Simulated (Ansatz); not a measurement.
**Ru (P6_3/mmc): phonon-mediated transition temperature**

Wanted: λ, ω_log and Tc of Ru (P6_3/mmc). The cell shown first is a relaxed one, from steps not shown here.

Method: DFT r2SCAN, scalar-relativistic, plane waves, PAW, in the first sound run; inputs show where later runs differ, in Ansatz 0.2.0.

Experimental background.

For Ru (bulk crystal), “List of superconductors” (2026, Wikipedia's table of superconducting elements, as read in December) quotes earlier work: superconducting transition temperature (bulk, normal pressure) 0.49 K.

## Step 1: The cell after earlier relaxation steps

Symmetry: P6_3/mmc, No. 194, hexagonal system. Conventional cell: a = 2.702 Å, b = 2.702 Å, c = 4.266 Å, α = 90.00°, β = 90.00°, γ = 120.00°. Nearest to Ru lie 12 Ru at 2.64 to 2.70 Å.

Structure file:

```cif
data_structure
_symmetry_space_group_name_H-M 'P 1'
_symmetry_Int_Tables_number 1
_cell_length_a 2.7020
_cell_length_b 2.7020
_cell_length_c 4.2659
_cell_angle_alpha 90.000
_cell_angle_beta 90.000
_cell_angle_gamma 120.000
_cell_volume 26.97
loop_
_atom_site_label
_atom_site_type_symbol
_atom_site_fract_x
_atom_site_fract_y
_atom_site_fract_z
_atom_site_occupancy
Ru1 Ru 0.33333 0.66667 0.25000 1
Ru2 Ru 0.66667 0.33333 0.75000 1
```

## Step 2: Electron–phonon run: r2SCAN at its own relaxed cell

The run that gives the couplings also evaluates McMillan's and Allen and Dynes's formulas and, where asked, the Eliashberg equations, over a range of μ*.

Input file input.yaml:

```yaml
crystal:
  lattice:
    - [2.7020379416, 0.0, 0.0]
    - [-1.3510189708, 2.3400334994, 0.0]
    - [0.0, 0.0, 4.2659057478]
  atoms:
    - { symbol: Ru, position: [0.3333333333, 0.6666666667, 0.25] }
    - { symbol: Ru, position: [0.6666666667, 0.3333333333, 0.75] }
kpoints:
  mp_grid: { grid: [12, 12, 6] }
hamiltonian:
  xc: r2scan
scf:
  occupations: { method: methfessel_paxton, width: 0.2 }
output:
  eigenvalues: true
phonons:
  method: dfpt
  qmesh: [3, 3, 2]
  temperatures: { t_max: 1000, t_step: 50 }
  qpath:
    path:
      - [[0.0, 0.0, 0.0], [0.5, 0.0, 0.0], [0.33333333, 0.33333333, 0.0], [0.0, 0.0, 0.0], [0.0, 0.0, 0.5], [0.5, 0.0, 0.5], [0.33333333, 0.33333333, 0.5], [0.0, 0.0, 0.5]]
      - [[0.5, 0.0, 0.5], [0.5, 0.0, 0.0]]
    npoints: 6
  electrical_resistivity:
    mesh: [24, 24, 12]
    temperatures: [20.0, 50.0, 80.0, 100.0, 150.0, 200.0, 273.0, 300.0, 400.0, 500.0, 600.0, 800.0]
  superconductivity: { mesh: [24, 24, 12] }
```

The run is started by

```
$ ansatz run input.yaml --threads 16 --pin off --max-ram 122880MiB --backend cuda --events-out ev --progress --plain --runs-dir out
```

Numbers of over 12 decimals in the logs are rounded to 6 here.

What it wrote:

```text
Engine: ansatz 0.2.0, aarch64-unknown-linux-gnu
Pseudopotentials: kind: paw
Pseudopotential: Ru, paw, valence charge 16, recommended cutoff 500 eV (meta_gga), Ru.paw.azcp
Functional definition: r2SCAN
  parameter k0 = 0.174
  parameter k1 = 0.065
  parameter a1 = 4.9479
  exchange = r2scan_x(k0 = k0, k1 = k1, a1 = a1)
  correlation = r2scan_c
[...]
Crystal: 2 atoms, lattice volume = 26.973 Å³
Basis set: ecut = 500 eV, 687 PW (Γ), exchange–correlation on 100×100×160 points (125 copies of the dense FFT grid, shifted against one another)
Bands: 20, of which v1, the nominal top of the filled ones, is band 16 counted from 1 (15 counted from 0)
Symmetry: 24 space group operations
k-points: 242 of 864 (irreducible under 2 space group operations, time reversal used)
Non-local potential: Ru, projectors of the file, l = 0: 3, l = 1: 2, l = 2: 2, l = 3: 1
PAW form: soft (Blöchl's): semilocal exchange-correlation on the pseudo side does not see the compensation charge
PAW frozen core: Ru, regenerated for the run's functional (the file was generated under x = pbe(κ = 0.804, μ = 0.219515), c = pbe(β = 0.066725))
PAW one-centre angular grid: Ru, 590 points (default); XC on 160 Gauss nodes
Initial density: superposition of atomic densities (neutral atoms: chi_scale 0, normalization atom), corrected by the library's trained network
Initial wavefunctions: pseudopotential atomic-orbital guess
[...]
Functional: x = r2scan, c = r2scan; τ floored in thin density (d = 2e-4 eV/Å³)
[...]
SCF iter   1: F=—  HF=-11781.391710 eV  |F-HF|=—  |Δ(HF+E_count)|=         —  Δρ=1.13e-2  dr2=1.03e-2  dr2_τ=1.45e-2  ethr=1.77e-3  ⟨swp⟩=4.6  Hψ=42524  notcnv=0
automatic band count: the SCF goes on with 24 bands, as 20 were too few: they end inside the smearing window of the response
preconditioner: auto → none  [metal: Δε(μ)=0.055 eV  Ē_g=12.130 eV  σ=0.200 eV  W_gap=0.22  n_scr=8 (ndim 8)  ℏωp=28.6 eV  f_vac=0.000  D(μ)=1.34/eV (n_scr^D=10)  sad-step TF]
SCF iter   2: F=—  HF=-11781.413579 eV  |F-HF|=—  |Δ(HF+E_count)|=   2.19e-2  S|Δr|=    0.00e0  Δρ=6.29e-3  dr2=2.60e-3  dr2_τ=2.02e-4  ethr=3.22e-5  ⟨swp⟩=2.0  Hψ=11521  notcnv=0  defer=7
[...]
SCF iter   9: F=-11781.416924 eV  HF=-11781.416924 eV  |F-HF|=0.00e0  |Δ(HF+E_count)|=  1.46e-11  S|Δr|=    0.00e0  Δρ=2.20e-8  dr2=8.33e-14  dr2_τ=2.14e-14  ethr=1.00e-12  ⟨swp⟩=8.1  Hψ=24954  notcnv=0
SCF 1 converged in 9 iterations: F = -11781.416924 eV  dr2 = 8.33e-14
  greatest PAW one-centre occupation: 0.996 electrons in one spin orbital (limit 2), on the Ru atom at site 0 (counted from 0), in its partial waves of l = 1
[...]
DFPT response loops at Γ: preconditioner auto → Kerker (q_TF=auto, 2.807 Å⁻¹) (partly filled bands, converged f_vac=0.000); β = 1.00, the filter's whole step (`scf.mixing.beta` (0.50) is not read by the response loops under this deck's `scf.mixing.preconditioner`; to damp them name `kerker` or `kerker_dos`, under which they read `scf.mixing.beta`, and type it under 1.00, their step now; both keys bind the ground state too); Broyden in place of MSR1
[...]
NSCF: frozen V_eff on 76 k-points, pencils in batches of 32, up to order 96
[...]
NSCF: frozen V_eff on 344 k-points
[...]
DFPT response loops at q = (0, 0, -0.5) (fractional): mixed as the last ones told, above
[...]
NSCF: frozen V_eff on 624 k-points
[...]
DFPT response loops at q = (0, 0.333333, 0) (fractional): mixed as the last ones told, above
[...]
NSCF: frozen V_eff on 624 k-points
[...]
DFPT response loops at q = (0, 0.333333, -0.5) (fractional): mixed as the last ones told, above
[...]
NSCF: frozen V_eff on 624 k-points
[...]
DFPT response loops at q = (0.333333, 0.333333, 0) (fractional): mixed as the last ones told, above
[...]
NSCF: frozen V_eff on 624 k-points
[...]
DFPT response loops at q = (0.333333, 0.333333, -0.5) (fractional): mixed as the last ones told, above
[...]
Bands: 24, of which v1, the nominal top of the filled ones, is band 16 counted from 1 (15 counted from 0)
k-points: 76 of 864
[...]
SCF iter   1: F=—  HF=-11781.391743 eV  |F-HF|=—  |Δ(HF+E_count)|=         —  Δρ=1.13e-2  dr2=1.03e-2  dr2_τ=1.45e-2  ethr=1.77e-3  ⟨swp⟩=4.9  Hψ=7638  notcnv=0
[...]
SCF 2 converged in 9 iterations: F = -11781.416924 eV  dr2 = 6.73e-14
[...]
SCF converged after 9 iterations
[...]
Hall coefficient in a weak field at 50 K (a third of the trace): 1.656e-10 m³/C (as a tensor it moves by 12.3 % between the two finest meshes); by each state's relaxation time: 1.683e-10 m³/C; by a constant relaxation time: 9.207e-11 m³/C
  mean free path at 80 K (of a tensor a third of its trace): 104 nm by what each carries, 77.3 by the Fermi surface alone
  Hall coefficient in a weak field at 80 K (a third of the trace): 1.874e-10 m³/C (as a tensor it moves by 8.7 % between the two finest meshes); by each state's relaxation time: 1.651e-10 m³/C; by a constant relaxation time: 9.156e-11 m³/C
  mean free path at 100 K (of a tensor a third of its trace): 54.4 nm by what each carries, 41.2 by the Fermi surface alone
  Hall coefficient in a weak field at 100 K (a third of the trace): 1.926e-10 m³/C (as a tensor it moves by 8.1 % between the two finest meshes); by each state's relaxation time: 1.594e-10 m³/C; by a constant relaxation time: 9.126e-11 m³/C
  mean free path at 150 K (of a tensor a third of its trace): 22.5 nm by what each carries, 17.8 by the Fermi surface alone
  Hall coefficient in a weak field at 150 K (a third of the trace): 1.919e-10 m³/C (as a tensor it moves by 7.2 % between the two finest meshes); by each state's relaxation time: 1.497e-10 m³/C; by a constant relaxation time: 9.077e-11 m³/C
  mean free path at 200 K (of a tensor a third of its trace): 14.2 nm by what each carries, 11.5 by the Fermi surface alone
  Hall coefficient in a weak field at 200 K (a third of the trace): 1.888e-10 m³/C (as a tensor it moves by 6.7 % between the two finest meshes); by each state's relaxation time: 1.456e-10 m³/C; by a constant relaxation time: 9.052e-11 m³/C
  mean free path at 273 K (of a tensor a third of its trace): 9.46 nm by what each carries, 7.71 by the Fermi surface alone
  Hall coefficient in a weak field at 273 K (a third of the trace): 1.865e-10 m³/C (as a tensor it moves by 6.6 % between the two finest meshes); by each state's relaxation time: 1.435e-10 m³/C; by a constant relaxation time: 9.034e-11 m³/C
  mean free path at 300 K (of a tensor a third of its trace): 8.45 nm by what each carries, 6.90 by the Fermi surface alone
  Hall coefficient in a weak field at 300 K (a third of the trace): 1.860e-10 m³/C (as a tensor it moves by 6.5 % between the two finest meshes); by each state's relaxation time: 1.431e-10 m³/C; by a constant relaxation time: 9.030e-11 m³/C
  mean free path at 400 K (of a tensor a third of its trace): 6.12 nm by what each carries, 5.00 by the Fermi surface alone
  Hall coefficient in a weak field at 400 K (a third of the trace): 1.849e-10 m³/C (as a tensor it moves by 6.5 % between the two finest meshes); by each state's relaxation time: 1.424e-10 m³/C; by a constant relaxation time: 9.019e-11 m³/C
  mean free path at 500 K (of a tensor a third of its trace): 4.82 nm by what each carries, 3.94 by the Fermi surface alone
  Hall coefficient in a weak field at 500 K (a third of the trace): 1.843e-10 m³/C (as a tensor it moves by 6.5 % between the two finest meshes); by each state's relaxation time: 1.420e-10 m³/C; by a constant relaxation time: 9.011e-11 m³/C
  mean free path at 600 K (of a tensor a third of its trace): 3.99 nm by what each carries, 3.25 by the Fermi surface alone
  Hall coefficient in a weak field at 600 K (a third of the trace): 1.838e-10 m³/C (as a tensor it moves by 6.5 % between the two finest meshes); by each state's relaxation time: 1.417e-10 m³/C; by a constant relaxation time: 9.004e-11 m³/C
  mean free path at 800 K (of a tensor a third of its trace): 2.97 nm by what each carries, 2.42 by the Fermi surface alone
  Hall coefficient in a weak field at 800 K (a third of the trace): 1.828e-10 m³/C (as a tensor it moves by 6.4 % between the two finest meshes); by each state's relaxation time: 1.410e-10 m³/C; by a constant relaxation time: 8.990e-11 m³/C
  the resistivity times a path that all electrons share, by the Fermi surface of the deck's mesh alone (a third of the trace): 4.622e-16 Ω·m²
  not converged in the mesh (λ; λ_tr; the resistivity at 20 K by 25.70 %; the resistivity at 50 K by 13.62 %; the resistivity at 80 K by 12.54 %; the resistivity at 100 K by 12.17 %; the resistivity at 150 K by 11.82 %; the resistivity at 200 K by 11.63 %; the resistivity at 273 K by 11.38 %; the resistivity at 300 K by 11.29 %; the resistivity at 400 K by 10.97 %; the resistivity at 500 K by 10.69 %; the resistivity [...]
  vibrations of 18 cells: unjudged by the run; compare a larger repeat
  the changes of the potential over all sites missed a rigid shift's by 0.00 % (the site terms' by 0.09 %, the kinetic term's by 0.02 %)
  at the force constants' own smearing the fine mesh and the k-points of their solves give squared frequencies that differ by 10.1 % of the larger at the most, at (0.3333, 0.3333, 0)
--- Superconductivity: potentials and phonons of a 3×3×2 supercell ---
           mesh         λ    ħω_log (meV)  μ* declared at (meV)
       24×24×12    0.4888          23.584               24.528
        12×12×6    0.4817          23.616               24.536
          6×6×3    0.5221          23.575               24.469
  λ by the species' shares of the modes' patterns: Ru 0.4888
  with the Fermi level up to 32.9 meV (the hardest mode) off, states and modes as they are: density of states 0.7767 to 0.7899 /eV of one spin and cell, λ 0.4800 to 0.4917
  transition temperature on the deck's mesh (K), isotropic and anisotropic, restricted to the Fermi surface (FSR) and over the full bandwidth (FBW), and the last with the density of states resolved in a narrower window:
        μ*   McMillan   Allen–Dynes      iso. FSR      iso. FBW    aniso. FSR    aniso. FBW  narrow window
      0.08      4.068         4.151         3.979         3.974         4.138         4.130          4.130
      0.10      3.035         3.093         2.897         2.894         3.047         3.041          3.041
      0.12      2.163         2.201         2.013         2.011         2.150         2.146          2.146
      0.13      1.789         1.819         1.644         1.642         1.773         1.770          1.770
      0.14      1.456         1.479         1.322         1.320         1.441         1.438          1.439
      0.16      0.910         0.923         0.808         0.806         0.907         0.905          0.906
      0.20      0.258         0.261         0.223         0.222         0.279         0.278          0.278
  isotope coefficients −∂ln Tc/∂ln M under μ* = 0.13, the force constants as they are, of the isotropic transitions restricted to the Fermi surface and over the full bandwidth: Ru 0.322 and 0.322
  gaps at the Fermi level over the full bandwidth under μ* = 0.1, 0.760 K: 0.279 to 0.553 meV
  gaps at the Fermi level over the full bandwidth under μ* = 0.13, 0.442 K: 0.145 to 0.328 meV
  gaps at the Fermi level over the full bandwidth under μ* = 0.16, 0.226 K: 0.063 to 0.172 meV
  not converged in the mesh (the transition temperature): between neighbouring meshes, the two finest first, λ moves by 1.45 % and 8.39 % and the anisotropic transition temperature over the full bandwidth at μ* = 0.13 by 6.73 % and 50.35 %; converged means that the two finest part by at most 2.00 % and 5.00 %
  vibrations of 18 cells: unjudged by the run; compare a larger repeat
  the changes of the potential over all sites missed a rigid shift's by 0.00 % (the site terms' by 0.09 %, the kinetic term's by 0.02 %)
  at the force constants' own smearing the fine mesh and the k-points of their solves give squared frequencies that differ by 10.1 % of the larger at the most, at (0.3333, 0.3333, 0)
```

Run time: 98 s. Hardware: 1 × NVIDIA GB200 with 16 threads of Arm Neoverse V2, shared host; peak memory 5.4 GiB; 18 min of CPU time.

The column dr2 measures how far the density is from self-consistency, as an energy; F and HF (Harris–Foulkes) agree once it is small.

Numbers from this step:

```
volume per atom                                                                : 13.49 Å³/atom
metallic on mesh                                                               : yes
gap on the k-mesh                                                              : 0 eV
zero-point energy                                                              : 0.07476 eV/cell
share of imaginary modes in the plain interpolation between solved wavevectors : 0
highest frequency, solved or plainly interpolated                              : 277.7 cm⁻¹
Debye temperature (second moment)                                              : 383 K
resistivity at 300 K                                                           : 6.696 μΩ cm, mean of the axes
coupling constant λ                                                            : 0.4888
density of states at the Fermi level                                           : 0.7872 states/eV a spin and cell
log mean phonon energy ħω_log                                                  : 23.58 meV
transport coupling constant λ_tr                                               : 0.5255, 0.5255, 0.483 (xx, yy, zz)
Drude plasma energy                                                            : 8.689, 8.689, 9.674 eV (xx, yy, zz)
resistivity times mean free path                                               : 5.046, 5.046, 3.774 × 10⁻¹⁶ Ω m² (xx, yy, zz)
second-moment phonon energy ħω₂                                                : 24.53 meV
coupling λ by branch                                                           : 0.0953, 0.0902, 0.0903, 0.076, 0.0719, 0.0652 (branches by rank of frequency)
```

Transition temperatures:

```
  μ*  McMillan Tc (K)  Allen–Dynes Tc (K)  isotropic Fermi-surface Tc (K)  isotropic full bandwidth Tc (K)  anisotropic Fermi-surface Tc (K)  anisotropic full bandwidth Tc (K)  anisotropic narrow window Tc (K)
0.08             4.07                4.15                            3.98                             3.97                              4.14                               4.13                              4.13
 0.1             3.04                3.09                             2.9                             2.89                              3.05                               3.04                              3.04
0.12             2.16                 2.2                            2.01                             2.01                              2.15                               2.15                              2.15
0.13             1.79                1.82                            1.64                             1.64                              1.77                               1.77                              1.77
0.14             1.46                1.48                            1.32                             1.32                              1.44                               1.44                              1.44
0.16             0.91               0.923                           0.808                            0.806                             0.907                              0.905                             0.906
 0.2            0.258               0.261                           0.223                            0.222                             0.279                              0.278                             0.278
```

(Continued in part 2 of 2.)

[Logs are printed without paths, hosts, clocks, repeated set-up lines and the standing remarks that a program may print on its own settings, such as how far it seeks lower states.]

[Hosts, paths, dates, database ids (printed as entryN), source tags and the programs' standing remarks are cut or masked in the printed files.]
